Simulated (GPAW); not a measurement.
# Ni1 on Cu4 001: moments or none

Aim: find out whether Ni1 on Cu4 001 carries moments when they start parallel, and what they gain.

Method: PBE; plane waves with GPAW's PAW setups, scalar-relativistic, in GPAW 26.7.0.

## (1) Starting point

The cell holds 5 atoms: 4 Cu and 1 Ni. Its edges and angles: a = 2.556 Å, b = 2.556 Å, c = 19.155 Å, α = 90.0°, β = 90.0°, γ = 90.0°. ideal sites on the substrate's mesh, layer spacings from atomic volumes, unrelaxed, 12 A of vacuum. Vacuum lies along c.

As a file:

```
Cu Ni
1.0
     2.55619    0.00000    0.00000
     0.00000    2.55619    0.00000
     0.00000    0.00000   19.15476
Cu Ni
4 1
Direct
  0.00000 0.00000 0.31324
  0.50000 0.50000 0.40752
  0.00000 0.00000 0.50180
  0.50000 0.50000 0.59608
  0.00000 0.00000 0.68676
```

## (2) Run 1 (ferro +)

Parallel moments need no larger cell; this start tests for a ferromagnetic state only.

File order1.py:

```python
import json
import numpy as np
from ase import Atoms
from ase.parallel import paropen, parprint
from gpaw import GPAW

atoms = Atoms(['Cu', 'Cu', 'Cu', 'Cu', 'Ni'],
    cell=[[2.556191, 0.0, 0.0],
         [0.0, 2.556191, 0.0],
         [0.0, 0.0, 19.154759]],
    scaled_positions=[[0.0, 0.0, 0.313238],
         [0.5, 0.5, 0.407518],
         [0.0, 0.0, 0.501798],
         [0.5, 0.5, 0.596078],
         [0.0, 0.0, 0.686762]],
    pbc=True,
    magmoms=[0.0, 0.0, 0.0, 0.0, 0.8])
atoms.calc = GPAW(mode={'name': 'pw', 'ecut': 450},
    xc='PBE',
    kpts={'size': (18, 18, 1), 'gamma': True},
    occupations={'name': 'fermi-dirac', 'width': 0.05},
    convergence={'density': 1e-05, 'energy': 1e-05},
    maxiter=200,
    mixer={'name': 'pulay', 'beta': 0.03, 'nmaxold': 8, 'weight': 100},
    symmetry={'tolerance': 1e-4},
    txt='order1.txt')
e = atoms.get_potential_energy(force_consistent=True)
res = {'free_energy': e, 'energy_sigma0': atoms.get_potential_energy(), 'fermi_energy': atoms.calc.get_fermi_level()}
res['moments'] = atoms.get_magnetic_moments().tolist()
res['total'] = atoms.get_magnetic_moment()
parprint('site moments (muB):', np.round(res['moments'], 3))
parprint(f"total moment: {res['total']:.3f} muB")
parprint(f'free energy: {e:.6f} eV')
atoms.calc.write('order1.gpw')
with paropen('results.json', 'w') as f:
    json.dump(res, f)
```

The run is started by

```bash
$ OMP_NUM_THREADS=1 mpirun -n 4 gpaw python order1.py > order1.log
```

Numbers of over 12 decimals in the logs are rounded to 6 here.

What it wrote:

```text
site moments (muB): [-0.001 -0.001 -0.004  0.012  0.552]
total moment: 0.525 muB
free energy: -20.176197 eV

--- order1.txt ---
Input parameters:
  mode=PW(ecut=450),
  convergence={'density': 1e-05, 'energy': 1e-05},
  kpts=MonkhorstPack(size=(18, 18, 1), gamma=True),
  maxiter=200,
  mixer=Pulay(name='pulay', nmaxold=8, beta=0.03, weight=100, sigma=0.015, g_ss=None),
  occupations=Occupations(name='fermi-dirac', width=0.05),
  symmetry=Symmetry(tolerance=0.0001),
  xc=XC(name='PBE')

Diagonalizing LCAO Hamiltonian
Converting LCAO to pw mode
   .-----.
  /|     |
 * |     |
 | |     |
 | |     |
 | |     |
 | |     |
 | |     |
 | |     |
 | |     |
 Ni|     |
 | | Cu  |
 | |     |
 | |     |
 Cu|     |
 | | Cu  |
 | |     |
 | |     |
 Cu|     |
 | |     |
 | |     |
 | |     |
 | |     |
 | |     |
 | .-----.
 |/     /
 *-----*

Atoms  # Å, Bohr magnetons
|   | symbol |        x |        y |         z |    initial magnetic moments |
|---|--------|----------|----------|-----------|-----------------------------|
| 0 |     Cu | 0.000000 | 0.000000 |  5.999998 | ( 0.0000,  0.0000,  0.0000) |
| 1 |     Cu | 1.278096 | 1.278096 |  7.805909 | ( 0.0000,  0.0000,  0.0000) |
| 2 |     Cu | 0.000000 | 0.000000 |  9.611820 | ( 0.0000,  0.0000,  0.0000) |
| 3 |     Cu | 1.278096 | 1.278096 | 11.417730 | ( 0.0000,  0.0000,  0.0000) |
| 4 |     Ni | 0.000000 | 0.000000 | 13.154761 | ( 0.0000,  0.0000,  0.8000) |

Unit cell  # Å
| periodic |        x |        y |         z |   lengths |    angles |
|----------|----------|----------|-----------|-----------|-----------|
|      yes | 2.556191 | 0.000000 |  0.000000 |  2.556191 | 90.000000 |
|      yes | 0.000000 | 2.556191 |  0.000000 |  2.556191 | 90.000000 |
|      yes | 0.000000 | 0.000000 | 19.154759 | 19.154759 | 90.000000 |

Number of symmetries: 8

BZ-sampling:
  Number of BZ points: 324
  Number of IBZ points: 55

  Monkhorst-Pack size: [18, 18, 1]
  Monkhorst-Pack shift: [0.027778, 0.027778, 0.0]

K-points  # in reciprocal-cell coordinates
|     |                                coordinates |     weight |
|-----|--------------------------------------------|------------|
|   0 | ( -0.00000000,  -0.00000000,   0.00000000) | 0.00308642 |
|   1 | (  0.05555556,  -0.00000000,   0.00000000) | 0.01234568 |
|   2 | (  0.05555556,   0.05555556,   0.00000000) | 0.01234568 |
|   3 | (  0.11111111,  -0.00000000,   0.00000000) | 0.01234568 |
|   4 | (  0.11111111,   0.05555556,   0.00000000) | 0.02469136 |
|   5 | (  0.11111111,   0.11111111,   0.00000000) | 0.01234568 |
|   6 | (  0.16666667,  -0.00000000,   0.00000000) | 0.01234568 |
|   7 | (  0.16666667,   0.05555556,   0.00000000) | 0.02469136 |
|   8 | (  0.16666667,   0.11111111,   0.00000000) | 0.02469136 |
|   9 | (  0.16666667,   0.16666667,   0.00000000) | 0.01234568 |
| ... |                                            |            |
|  54 | (  0.50000000,   0.50000000,   0.00000000) | 0.00308642 |

Plane wave coefficients: 2755
Cutoff: 450.000000 eV

Spin-components: 2 (collinear spins)
Bands:           41
Projectors:      30
Spin-degeneracy: 1
Datatype:        complex128

Parallelization:
  kpt:    4
  domain: 1
  band:   1

Density:
  Valence electrons: 60.0
  Components: 2
  Grid points: [14 14 96]
  Charge: 0.0  # |e|

Potential:
  Grid points: [14 14 96]

species:
  Cu:
    name:    Copper
    Z:       29.0
    valence: 11
    core:    18
    charge:  0.0  # [|e|]
    compensation charges:
      type: gauss
      rc: 0.33  # [Å]
      lmax: 2
    cutoffs:
      filter: 2.06  # [Å]
      core: 2.43  # [Å]
    projectors
    | kind |    occ | energy [eV] | rcut [Å] |
    |------|--------|-------------|----------|
    |   4s |  1.000 |      -4.609 |    1.164 |
    |   4p |  0.000 |      -0.698 |    1.164 |
    |   3d | 10.000 |      -5.039 |    1.058 |
    |    s |        |      22.603 |    1.164 |
    |    p |        |      26.513 |    1.164 |
    |    d |        |      22.172 |    1.058 |

    Using partial waves for Cu as LCAO basis

  Ni:
    name:    Nickel
    Z:       28.0
    valence: 16
    core:    12
    charge:  0.0  # [|e|]
    compensation charges:
      type: gauss
      rc: 0.36  # [Å]
      lmax: 2
    cutoffs:
      filter: 2.14  # [Å]
      core: 1.98  # [Å]
    projectors
    | kind |    occ | energy [eV] | rcut [Å] |
    |------|--------|-------------|----------|
    |   4s |  2.000 |      -5.642 |    1.164 |
    |   3p |  6.000 |     -71.394 |    1.207 |
    |   4p |  0.000 |      -1.226 |    1.207 |
    |   3d |  8.000 |      -8.875 |    1.138 |
    |    s |        |      21.570 |    1.164 |
    |    d |        |      18.337 |    1.138 |

    Using partial waves for Ni as LCAO basis

Reference energy: -221453.805812  # eV

eigensolver:
  PPCG
  Converge bands: occupied
  niter=2

density mixing:
  Pulay-Mixer
  Linear mixing parameters: 0.03
  Old densities: 8
  Fourier metric: weight=100, sigma=0.015

occupation numbers:
  Fermi-Dirac:
    width: 0.0500  # eV

poisson solver:
  ecut: 3600.000000  # eV

xc functional:
  name: PBE with 2 nearest neighbor stencil

convergence criteria:
- Maximum integral of absolute [dens]ity change: 1e-05 electrons / valence electron
- Maximum [total energy] change in last 3 cyles: 1e-05 eV / valence electron
- Maximum integral of absolute [eigenst]ate change: 4e-08 eV^2 / valence electron
maximum number of iterations: 200

SCF iterations
|iter     |      energy | eigst |  dens |  magmom |
|---------|-------------|-------|-------|---------|
|iter:   1|       0s |  -29.080572 | +0.23 |       |  +0.8007|
|iter:   2|       4s |  -24.098882 | -1.21 | -0.84 |  +0.7777|
|iter:   3|       8s |  -22.300781 | -1.81 | -0.91 |  +0.7606|
|iter:   4|      12s |  -21.589146 | -2.02 | -1.05 |  +0.7375|
|iter:   5|      16s |  -21.440533 | -2.44 | -1.17 |  +0.7474|
|iter:   6|      19s |  -20.442445 | -1.29 | -1.13 |  +0.6934|
|iter:   7|      23s |  -20.336436 | -2.47 | -1.51 |  +0.6807|
|iter:   8|      27s |  -20.214887 | -2.49 | -1.63 |  +0.6714|
|iter:   9|      31s |  -20.469464 | -2.58 | -1.82 |  +0.6518|
|iter:  10|      34s |  -20.224329 | -2.62 | -1.52 |  +0.6399|
[... 29 iterations left out ...]
|iter:  40|     138s |  -20.158542c| -8.17c| -4.51 |  +0.5250|
|iter:  41|     139s |  -20.158542c| -8.03c| -4.54 |  +0.5251|
|iter:  42|     141s |  -20.158541c| -7.96c| -4.62 |  +0.5250|
|iter:  43|     143s |  -20.158540c| -8.16c| -4.72 |  +0.5251|
|iter:  44|     145s |  -20.158540c| -8.29c| -4.81 |  +0.5249|
|iter:  45|     147s |  -20.158539c| -7.95c| -4.85 |  +0.5247|
|iter:  46|     149s |  -20.158539c| -8.46c| -4.91 |  +0.5247|
|iter:  47|     150s |  -20.158538c| -9.25c| -4.92 |  +0.5247|
|iter:  48|     152s |  -20.158538c| -8.33c| -4.93 |  +0.5247|
|iter:  49|     154s |  -20.158537c| -8.78c| -5.08c|  +0.5247|

Converged in 49 steps
Energy contributions relative to reference atoms: (reference = -221453.805812)

Energy contributions:
  Kinetic:         -45.114743
  Coulomb:          35.693816
  Zero:              0.665863
  External:          0.000000
  Xc:              -11.385813
  Entropy:          -0.035320
  Spinorbit:         0.000000
  ----------------------------
  Free energy:     -20.176197
  Extrapolated:    -20.158537

dipole moment: (-16.258750, -16.258750, -0.033164)  # |e|*Ang

Total magnetic moment: (0.000000, 0.000000, 0.524729)

Local magnetic moments
|        x |        y |         z |
|----------|----------|-----------|
| 0.000000 | 0.000000 | -0.000871 |  # Cu   0
| 0.000000 | 0.000000 | -0.000567 |  # Cu   1
| 0.000000 | 0.000000 | -0.004445 |  # Cu   2
| 0.000000 | 0.000000 |  0.012060 |  # Cu   3
| 0.000000 | 0.000000 |  0.552000 |  # Ni   4

Fermi level: 1.286
Eigenvalues  # (at kpt = [-0.000, -0.000, 0.000])
| band index |      eig [eV] | occ [0-1] |      eig [eV] | occ [0-1] |
|------------|---------------|-----------|---------------|-----------|
|          0 |       -62.067 |     1.000 |       -61.375 |     1.000 |
|        ... |               |           |               |           |
|         24 |        -0.420 |     1.000 |        -0.407 |     1.000 |
|         25 |        -0.226 |     1.000 |        -0.221 |     1.000 |
|         26 |        -0.226 |     1.000 |        -0.221 |     1.000 |
|         27 |        -0.169 |     1.000 |        -0.169 |     1.000 |
|         28 |         0.121 |     1.000 |         0.449 |     1.000 |
|         29 |         0.703 |     1.000 |         1.240 |     0.716 |
|         30 |         0.703 |     1.000 |         1.240 |     0.716 |
|         31 |         0.766 |     1.000 |         1.413 |     0.073 |
|         32 |         1.420 |     0.065 |         1.501 |     0.013 |
|         33 |         2.773 |     0.000 |         2.764 |     0.000 |
|         34 |         5.658 |     0.000 |         5.641 |     0.000 |
|         35 |         6.577 |     0.000 |         6.554 |     0.000 |
|         36 |         7.963 |     0.000 |         7.963 |     0.000 |
|         37 |        10.512 |     0.000 |        10.501 |     0.000 |
|         38 |        11.026 |     0.000 |        11.029 |     0.000 |
|        ... |               |           |               |           |
|         40 |        15.030 |     0.000 |        15.031 |     0.000 |

No gap
No difference between direct/indirect transitions
```

Run time: 2.7 min. Hardware: 4 MPI ranks of Intel Xeon at 2.80GHz (Skylake/Cascade Lake), shared host; peak memory 1 GiB.

Spin moment in the augmentation sphere by atom:

```
atom  spin moment in the augmentation sphere (μB)
 Cu1                                       -0.001
 Cu2                                       -0.001
 Cu3                                       -0.004
 Cu4                                        0.012
 Ni5                                        0.552
```

Read from the output:

```
magnetization : 0.5247 μB
final state   : ferromagnetic
```

After 49 cycles the largest moment stands at 0.552 μB.

## (3) Start 2: no spin polarisation

This run holds no moments, which gives a state to set the others against.

nospin.py is the script of step 2 with these lines changed:

```diff
@@ -15,4 +15,3 @@
          [0.0, 0.0, 0.686762]],
-    pbc=True,
-    magmoms=[0.0, 0.0, 0.0, 0.0, 0.8])
+    pbc=True)
 atoms.calc = GPAW(mode={'name': 'pw', 'ecut': 450},
@@ -25,11 +24,7 @@
     symmetry={'tolerance': 1e-4},
-    txt='order1.txt')
+    txt='nospin.txt')
 e = atoms.get_potential_energy(force_consistent=True)
 res = {'free_energy': e, 'energy_sigma0': atoms.get_potential_energy(), 'fermi_energy': atoms.calc.get_fermi_level()}
-res['moments'] = atoms.get_magnetic_moments().tolist()
-res['total'] = atoms.get_magnetic_moment()
-parprint('site moments (muB):', np.round(res['moments'], 3))
-parprint(f"total moment: {res['total']:.3f} muB")
 parprint(f'free energy: {e:.6f} eV')
-atoms.calc.write('order1.gpw')
+atoms.calc.write('nospin.gpw')
 with paropen('results.json', 'w') as f:
```

The run is started by

```bash
$ OMP_NUM_THREADS=1 mpirun -n 4 gpaw python nospin.py > nospin.log
```

What it wrote:

```text
free energy: -20.161396 eV

--- nospin.txt ---
Input parameters:
  mode=PW(ecut=450),
  convergence={'density': 1e-05, 'energy': 1e-05},
  kpts=MonkhorstPack(size=(18, 18, 1), gamma=True),
  maxiter=200,
  mixer=Pulay(name='pulay', nmaxold=8, beta=0.03, weight=100, sigma=0.015, g_ss=None),
  occupations=Occupations(name='fermi-dirac', width=0.05),
  symmetry=Symmetry(tolerance=0.0001),
  xc=XC(name='PBE')

Diagonalizing LCAO Hamiltonian
Converting LCAO to pw mode
   .-----.
  /|     |
 * |     |
 | |     |
 | |     |
 | |     |
 | |     |
 | |     |
 | |     |
 | |     |
 Ni|     |
 | | Cu  |
 | |     |
 | |     |
 Cu|     |
 | | Cu  |
 | |     |
 | |     |
 Cu|     |
 | |     |
 | |     |
 | |     |
 | |     |
 | |     |
 | .-----.
 |/     /
 *-----*

Atoms  # Å, Bohr magnetons
|   | symbol |        x |        y |         z |    initial magnetic moments |
|---|--------|----------|----------|-----------|-----------------------------|
| 0 |     Cu | 0.000000 | 0.000000 |  5.999998 | ( 0.0000,  0.0000,  0.0000) |
| 1 |     Cu | 1.278096 | 1.278096 |  7.805909 | ( 0.0000,  0.0000,  0.0000) |
| 2 |     Cu | 0.000000 | 0.000000 |  9.611820 | ( 0.0000,  0.0000,  0.0000) |
| 3 |     Cu | 1.278096 | 1.278096 | 11.417730 | ( 0.0000,  0.0000,  0.0000) |
| 4 |     Ni | 0.000000 | 0.000000 | 13.154761 | ( 0.0000,  0.0000,  0.0000) |

Unit cell  # Å
| periodic |        x |        y |         z |   lengths |    angles |
|----------|----------|----------|-----------|-----------|-----------|
|      yes | 2.556191 | 0.000000 |  0.000000 |  2.556191 | 90.000000 |
|      yes | 0.000000 | 2.556191 |  0.000000 |  2.556191 | 90.000000 |
|      yes | 0.000000 | 0.000000 | 19.154759 | 19.154759 | 90.000000 |

Number of symmetries: 8

BZ-sampling:
  Number of BZ points: 324
  Number of IBZ points: 55

  Monkhorst-Pack size: [18, 18, 1]
  Monkhorst-Pack shift: [0.027778, 0.027778, 0.0]

Plane wave coefficients: 2755
Cutoff: 450.000000 eV

Spin-components: 1 (collinear spins)
Bands:           40
Projectors:      30
Spin-degeneracy: 2
Datatype:        complex128

Parallelization:
  kpt:    4
  domain: 1
  band:   1

Density:
  Valence electrons: 60.0
  Components: 1
  Grid points: [14 14 96]
  Charge: 0.0  # |e|

Potential:
  Grid points: [14 14 96]

[... setups left out ...]
Reference energy: -221453.805812  # eV

eigensolver:
  PPCG
  Converge bands: occupied
  niter=2

density mixing:
  Pulay-Mixer
  Linear mixing parameters: 0.03
  Old densities: 8
  Fourier metric: weight=100, sigma=0.015

occupation numbers:
  Fermi-Dirac:
    width: 0.0500  # eV

poisson solver:
  ecut: 3600.000000  # eV

xc functional:
  name: PBE with 2 nearest neighbor stencil

convergence criteria:
- Maximum integral of absolute [dens]ity change: 1e-05 electrons / valence electron
- Maximum [total energy] change in last 3 cyles: 1e-05 eV / valence electron
- Maximum integral of absolute [eigenst]ate change: 4e-08 eV^2 / valence electron
maximum number of iterations: 200

SCF iterations
|iter     |      energy | eigst |  dens |
|---------|-------------|-------|-------|
|iter:   1|       0s |  -29.244505 | +0.23 |       |
|iter:   2|       2s |  -24.208106 | -1.18 | -0.87 |
|iter:   3|       4s |  -22.349209 | -1.76 | -0.96 |
|iter:   4|       5s |  -21.620629 | -1.89 | -1.08 |
|iter:   5|       7s |  -21.380182 | -2.50 | -1.21 |
|iter:   6|       9s |  -20.444503 | -1.28 | -1.21 |
|iter:   7|      11s |  -20.339027 | -2.30 | -1.57 |
|iter:   8|      13s |  -20.201441 | -2.42 | -1.69 |
|iter:   9|      14s |  -20.409846 | -2.61 | -1.94 |
|iter:  10|      16s |  -20.237052 | -2.72 | -1.69 |
[... 12 iterations left out ...]
|iter:  23|      39s |  -20.142117c| -6.72 | -3.91 |
|iter:  24|      41s |  -20.142118c| -6.74 | -4.00 |
|iter:  25|      42s |  -20.142117c| -7.73c| -4.19 |
|iter:  26|      44s |  -20.142113c| -8.30c| -4.21 |
|iter:  27|      46s |  -20.142102c| -7.72c| -4.25 |
|iter:  28|      48s |  -20.142101c| -8.53c| -4.43 |
|iter:  29|      49s |  -20.142102c| -8.66c| -4.54 |
|iter:  30|      50s |  -20.142103c| -7.44c| -4.68 |
|iter:  31|      51s |  -20.142106c| -7.51c| -4.77 |
|iter:  32|      52s |  -20.142108c| -7.77c| -5.02c|

Converged in 32 steps
Energy contributions relative to reference atoms: (reference = -221453.805812)

Energy contributions:
  Kinetic:         -45.319302
  Coulomb:          35.920118
  Zero:              0.667497
  External:          0.000000
  Xc:              -11.391134
  Entropy:          -0.038575
  Spinorbit:         0.000000
  ----------------------------
  Free energy:     -20.161396
  Extrapolated:    -20.142108

dipole moment: (-16.250341, -16.250341, -0.036906)  # |e|*Ang

Fermi level: 1.248
Eigenvalues  # (at kpt = [-0.000, -0.000, 0.000])
| band index |      eig [eV] | occ [0-2] |
|------------|---------------|-----------|
|          0 |       -61.583 |     2.000 |
|        ... |               |           |
|         23 |        -0.604 |     2.000 |
|         24 |        -0.422 |     2.000 |
|         25 |        -0.252 |     2.000 |
|         26 |        -0.252 |     2.000 |
|         27 |        -0.204 |     2.000 |
|         28 |         0.383 |     2.000 |
|         29 |         1.097 |     1.906 |
|         30 |         1.097 |     1.906 |
|         31 |         1.267 |     0.812 |
|         32 |         1.416 |     0.067 |
|         33 |         2.781 |     0.000 |
|         34 |         5.645 |     0.000 |
|         35 |         6.568 |     0.000 |
|         36 |         7.964 |     0.000 |
|         37 |        10.507 |     0.000 |
|         38 |        11.027 |     0.000 |
|         39 |        14.532 |     0.000 |

No gap
No difference between direct/indirect transitions
```

Wall time 59 s (4 MPI ranks); peak memory 0.86 GiB.

Numbers from this step:

| Property | Result |
| --- | --- |
| final state | non-magnetic (no spin polarisation) |

It lies 14.8 meV a seeded atom over the first start.

## (4) Energies of the orders

These are free energies at a smearing of 0.05 eV, so its entropy term is in the differences. They are divided by the number of seeded atoms, so that cells of unlike size compare.

Orders:

```
               start    final state  typed order kept  energy over the lowest (meV a seeded atom)  largest site moment (μB)  net moment (μB a primitive cell)  mesh matched  CPU time (s)
             ferro +  ferromagnetic               yes                                           0                     0.552                            0.5247           yes         653.7
no spin polarisation   non-magnetic                 -                                        14.8                         0                                 0           yes           236
```

## (5) What came out

| Item | Value |
| --- | --- |
| lower run | with moments |
| largest site moment | 0.552 μB |
| energy gained by spin polarisation | 14.8 meV a seeded atom |

In words: The crystal holds moments, up to 0.552 μB, and gains 14.8 meV a seeded atom by them. Spin polarisation gains little. No antiferromagnetic order was tried, so the session says nothing on how the moments order.

[Logs and program files are shortened in this print: banners, set-up blocks, solver, clock and traceback lines can be left out without a mark of their own.]

[Logs are printed without paths, hosts, clocks, repeated set-up lines and the standing remarks that a program may print on its own settings, such as how far it seeks lower states.]

[Hosts, paths, dates, database ids (printed as entryN), source tags and the programs' standing remarks are cut or masked in the printed files.]

[Where a cell is said to come from a database of computed structures, the database is the Materials Project.]
